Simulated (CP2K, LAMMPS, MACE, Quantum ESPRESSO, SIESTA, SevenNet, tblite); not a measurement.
# Pressure against volume in amorphous Ge (61 atoms), QE, PBE

Density of this cell: 5.32 g/cm³. The cell holds 61 atoms: 61 Ge. Cell: a = 11.144 Å, b = 11.144 Å, c = 11.144 Å, α = 90.0°, β = 90.0°, γ = 90.0°. 61 atoms (61 Ge) placed at random at 5.32 g/cm³, melted at 3500 K for 10 ps at fixed volume with the Tersoff potential (Tersoff, Phys. Rev. B 39, 5566 (1989)). Quenched from 3500 K to 300 K at 3 K/ps and fixed volume, annealed at 1000 K for 20 ps, held 5 ps, then minimised at fixed cell. Then the atoms were relaxed with MACE MPA-0 medium in the fixed cell.

Calculated with Quantum ESPRESSO 7.5: PBE; plane waves, SSSP efficiency, 45/360 Ry; k-points Γ. The unchanged cell has V0 = 22.687 Å³ an atom and P0 = 3.528 GPa. It is scaled evenly, and MACE MPA-0 medium relaxes the atoms at each volume before the single point.

```
volume (Å³/atom)  pressure (GPa)
          21.326           7.776
          22.007           5.528
          23.368               ?
          24.048           0.357
```

**Question.** Fit a second-order expansion in ln V to the rows given and interpolate to the withheld row.

Worked fit:

To second order in u = ln(V/V0), P = P0 − B u + ½ B B′ u², with B the bulk modulus at V0 and B′ its pressure derivative. So v = (P − P0)/u is a line in u, with intercept −B and slope ½ B B′.

```
         u   v (GPa)
-0.0618754  -68.6589
-0.0304592  -65.6517
 0.0582689  -54.4201
```

With n = 3: mean u = -0.0113552, mean v = -62.9103, Σ(u − ū)² = 0.0077648, Σ(u − ū)(v − v̄) = 0.93392. Slope b = 0.93392 / 0.0077648 = 120.28; intercept a = v̄ − b ū = -61.544.

So B = 61.5 GPa and B′ = 2b/B = 3.9. At the withheld volume u = 0.02956, v = a + b u = -57.99 GPa, and P = P0 + u v.

Prediction at 23.368: 1.814 GPa. The run gave 1.774 GPa, so the fit is high by 0.040 GPa (2.2 % of the value).

B′ = 3.9 rests on three points. Among the rows given, the largest miss of the fit is at 21.326, by 0.020 GPa (0.27 % of the range of the table).

Limits: Static cells at zero temperature, with the cell shape held. The atoms follow MACE MPA-0 medium, not this level's own minimum.

[Logs are printed without paths, hosts, clocks, repeated set-up lines and the standing remarks that a program may print on its own settings, such as how far it seeks lower states.]

[Hosts, paths, dates, database ids (printed as entryN), source tags and the programs' standing remarks are cut or masked in the printed files.]
